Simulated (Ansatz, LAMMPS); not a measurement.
# Electronic structure of Li+ triflate in gamma-butyrolactone and sulfolane and fluoroethylene carbonate at 410 K (233 atoms), part 2 of 2

Wanted: forces, charges and levels of Li+ triflate in gamma-butyrolactone and sulfolane and fluoroethylene carbonate at 410 K (233 atoms).

Ansatz 0.2.0; Kohn-Sham DFT, LDA, PAW (set soft_2), plane waves.

The cell: 45 O, 9 S, 65 C, 101 H, 11 F and 2 Li. The network of contacts between molecules at the start is that of the classical potential that made the cell. The functional has no dispersion term. The density was typed from a rule of thumb and may lie off the real one at this temperature. Sampling is at Γ alone, for a cell whose shortest periodic width is 14 Å.

So far. Step 3 (Plane-wave single point): Valence density in the ac plane at fractional y = 0.132, with atoms of H and C and F and S and O within 0.2 Å of it. It is the smooth field of the valence electrons, not physical close to the nuclei.

### 3. Plane-wave single point (continued)

Electrostatic potential energy in the ac plane at fractional y = 0.132, with atoms of H and C and F and S and O within 0.2 Å of it. With pseudopotentials it is smooth inside the atoms' cores, unlike the true potential.

Ten even steps from '0' (-35 eV) to '9' (7 eV), each cell a mean:
```
99999863352013379999898889999998888635789
89999988761015899999898877899998888762127
58999999886568999999999954899997777660004
68999999998899999999999998999986440016676
99999999999999999999999988999998861116899
99999999988999999999999833899999987645899
99999999999999999989998855899999999988999
99999999999999999988888888999999999999999
99757999999999999984589999999999999999999
97103899999999999972499999999999999999999
99647999999999999999999999999999998999999
99999999999999999999999999999999820179999
99999999999999999999996348999999820179999
99999999999999999999883016999999998999999
99999999999999987788840016899999999999999
77789999999999983125751125899999998789998
20026689999999986325887663479999995358886
00005799999999998767899986689999998889985
30158999999999999878999999999999999999997
00179999999999999999999999999999999999996
32499999999999999999999889999999999999998
99999998779999999999988238899999999879999
99999864468899999999998778999999998417999
99999720027786589999999988999999998646899
```
Columns run along a (14.1 Å; values clipped at the 3rd and 97th percentile), rows up along c (14.1 Å). Atoms in or near the plane, at fractional coordinates: H at (0.47, 0.61), H at (0.60, 0.75), H at (0.57, 0.09), C at (0.93, 0.90), C at (0.85, 0.82), H at (0.87, 0.05), C at (0.27, 0.94), H at (0.33, 0.98), F at (0.83, 0.49), S at (0.04, 0.27), O at (0.02, 0.16).

Mean Löwdin charges: C -0.09, F -0.23, H +0.22, Li +0.74, O -0.51, S +2.14 e (they miss 1.5 % of the electrons, so they add up to more than the cell's charge). The largest share in the top eV of filled states is O p (78 % of the projected weight), and in the lowest eV of empty states C p (47 % of the projected weight).

### 4. Distances and neighbours

Bonds and neighbours are counted at the geometry of the runs.

Density 1.25 g/cm³, 12.05 Å³ an atom.

g(r), total and by pair (bins of 0.2 Å):

```csv
r (Å),total,H-H,H-C,H-O,H-F,H-S,H-Li
1.00,1.94,0.00,8.00,0.00,0.00,0.00,0.00
1.20,1.84,0.00,6.25,0.00,0.00,0.00,0.00
1.40,1.50,0.00,0.00,0.00,0.00,0.00,0.00
1.60,0.52,0.24,0.00,0.00,0.00,0.00,0.00
1.80,0.78,2.81,0.00,0.00,0.29,0.00,0.00
2.00,0.59,0.24,1.09,1.07,1.24,0.00,0.00
2.20,1.75,1.03,4.27,0.42,0.20,0.97,0.00
2.40,1.06,1.79,0.12,0.51,1.06,4.72,0.00
2.60,1.07,1.62,0.32,1.77,0.30,0.73,0.00
2.80,1.01,1.48,0.88,1.78,1.15,0.62,0.69
3.00,0.77,0.80,0.82,1.10,1.23,0.98,0.65
3.20,0.85,0.72,1.02,1.46,1.00,0.35,0.52
3.40,0.91,0.68,1.08,1.02,0.61,1.17,0.50
3.60,0.93,0.86,0.85,0.67,1.01,2.56,1.72
3.80,0.78,0.94,0.62,0.83,0.90,0.86,1.11
4.00,0.94,1.04,0.93,1.06,0.63,1.01,1.36
4.20,0.95,0.93,0.84,1.27,0.52,0.70,1.54
4.40,0.99,1.01,0.90,1.19,0.98,0.95,0.28
4.60,0.93,0.81,0.80,1.09,0.57,1.16,1.27
4.80,0.93,1.04,0.91,0.83,1.09,0.53,0.25
5.00,1.02,1.01,1.06,0.85,1.21,0.93,1.33
5.20,1.04,0.98,0.99,0.95,1.00,0.86,1.83
5.40,1.07,1.06,1.16,1.02,1.34,0.88,1.52
5.60,1.08,1.04,1.08,0.96,1.02,1.33,2.27
5.80,1.09,0.95,1.03,1.08,0.99,0.98,0.82
6.00,1.01,0.98,1.05,1.02,1.29,1.22,0.93
6.20,1.08,1.00,1.08,1.09,0.94,0.96,1.29
6.40,1.08,1.01,1.14,0.97,1.28,1.23,0.94
```

Bonds by pair of elements; cutoffs follow the first minimum of g(r), held within bounds set by covalent radii, and pairs that aren't listed don't count as bonded:

```
pair A-B  cutoff (Å)  bonds  mean length (Å)  spread (Å)  shortest (Å)  B about A  A about B
     H-C        1.34    101             1.10       0.031          1.04          1       1.55
     C-C        1.85     41             1.51       0.035          1.44       1.26       1.26
     C-O        1.73     40             1.34       0.084          1.18      0.615      0.889
     C-F        1.62     11             1.37       0.043          1.27      0.169          1
     C-S        2.17     16             1.79       0.045          1.71      0.246       1.78
     O-S        1.88     20             1.46       0.018          1.42      0.444       2.22
    O-Li        2.43      8             1.95       0.069          1.84      0.178          4
```

How many atoms have how many bonded neighbours:

| element | mean | 1 | 2 | 3 | 4 |
| --- | --- | --- | --- | --- | --- |
| C | 3.85 | 0 | 0 | 10 | 55 |
| F | 1 | 11 | 0 | 0 | 0 |
| H | 1 | 101 | 0 | 0 | 0 |
| Li | 4 | 0 | 0 | 0 | 2 |
| O | 1.51 | 22 | 23 | 0 | 0 |
| S | 4 | 0 | 0 | 0 | 9 |

Bond angles (no mean is given where the spread exceeds 20°):

```csv
angle,count,mean (°),spread (°)
C-C-H,149,111,4.8
H-C-H,48,109,5.2
C-S-O,34,108,3.5
H-C-S,28,110,4.8
C-C-O,25,110,9.2
```

Bond length by coordination (bonds to H left out):

| element | coordination | atoms | mean bond length (Å) |
| --- | --- | --- | --- |
| C | 3 | 10 | 1.33 |
| C | 4 | 55 | 1.52 |
| O | 1 | 22 | 1.38 |
| O | 2 | 23 | 1.48 |

Rings of the network by King's shortest-path rule, up to 12 atoms, one path for each pair of neighbours; H, halogens, alkali and alkaline-earth atoms are left out, and the last column divides by all other atoms, bonded or not:

```csv
ring size (atoms),rings,per network atom
5,17,0.143
```

With the cutoffs above, 85 % of C atoms have 4, all F atoms have 1, all H atoms have 1 and all Li atoms have 4 bonded neighbours. The C-C-H angle averages 111° with a spread of 5°. All rings counted have 5 atoms.

The surroundings of Li232, one of the 2 Li atoms, nearest first, numbered as they follow in the input and with coordinates relative to it.

```csv
atom,x,y,z,distance (Å),bonds,Löwdin charge (e),Fx,Fy,Fz (eV/Å)
Li232,0.00,0.00,0.00,0.00,4,0.76,0.36,-0.15,-0.27
O16,-0.42,0.33,-1.88,1.95,2,-0.76,0.38,-0.36,-0.18
O142,-1.79,0.46,0.80,2.01,2,-0.40,0.29,-0.46,-1.28
O106,1.78,0.95,-0.01,2.01,2,-0.40,-1.05,-0.52,0.64
O76,1.05,-1.71,0.24,2.02,2,-0.79,-0.25,-0.62,0.57
C143,-2.38,0.15,1.80,2.99,3,0.57,0.01,0.74,1.68
C107,2.55,1.66,-0.58,3.10,3,0.56,0.02,0.21,-0.13
H58,-0.09,3.06,-1.20,3.29,1,0.19,-0.08,-0.68,0.96
S17,-0.19,0.20,-3.32,3.33,4,2.04,1.10,-0.74,-0.53
H59,-0.51,2.94,1.52,3.35,1,0.24,-0.18,0.28,0.26
S77,2.12,-2.71,0.28,3.45,4,2.14,-0.81,2.45,-0.98
O111,2.33,2.08,-1.84,3.63,2,-0.25,0.42,-0.61,1.25
H149,-0.97,-0.55,3.46,3.64,1,0.24,0.20,0.31,-0.84
```

The column of bonds counts only the pairs H-C within 1.34 Å, C-C within 1.85 Å, C-O within 1.73 Å, C-F within 1.62 Å, C-S within 2.17 Å, O-S within 1.88 Å, O-Li within 2.43 Å; other neighbours, such as metal atoms beside each other in a compound, aren't counted, and periodic images can show an atom twice.

### 5. Outcome

| Property | Result |
| --- | --- |
| free energy per atom | -254.4315 eV/atom |
| pressure | -0.4137 GPa |
| r.m.s. force component | 0.993 eV/Å |
| gap (highest filled to lowest empty level) | 3.424 eV |
| wall time of the 1 DFT run | 60 s |

**Reading.** The highest filled and lowest empty levels differ by 3.42 eV (at Γ alone); a local or semilocal functional tends to put such gaps too low. In a disordered cell it changes from sample to sample and from frame to frame. With the cutoffs above, 85 % of C atoms have 4, all F atoms have 1, all H atoms have 1 and all Li atoms have 4 bonded neighbours.

**Limits.** The force components of 0.99 eV/Å r.m.s. come partly from thermal motion and partly from the difference between the classical potential and DFT, above all in bond lengths inside molecules. The pressure of a single frame lacks the kinetic term.

[Logs are printed without paths, hosts, clocks, repeated set-up lines and the standing remarks that a program may print on its own settings, such as how far it seeks lower states.]

[Hosts, paths, dates, database ids (printed as entryN), source tags and the programs' standing remarks are cut or masked in the printed files.]
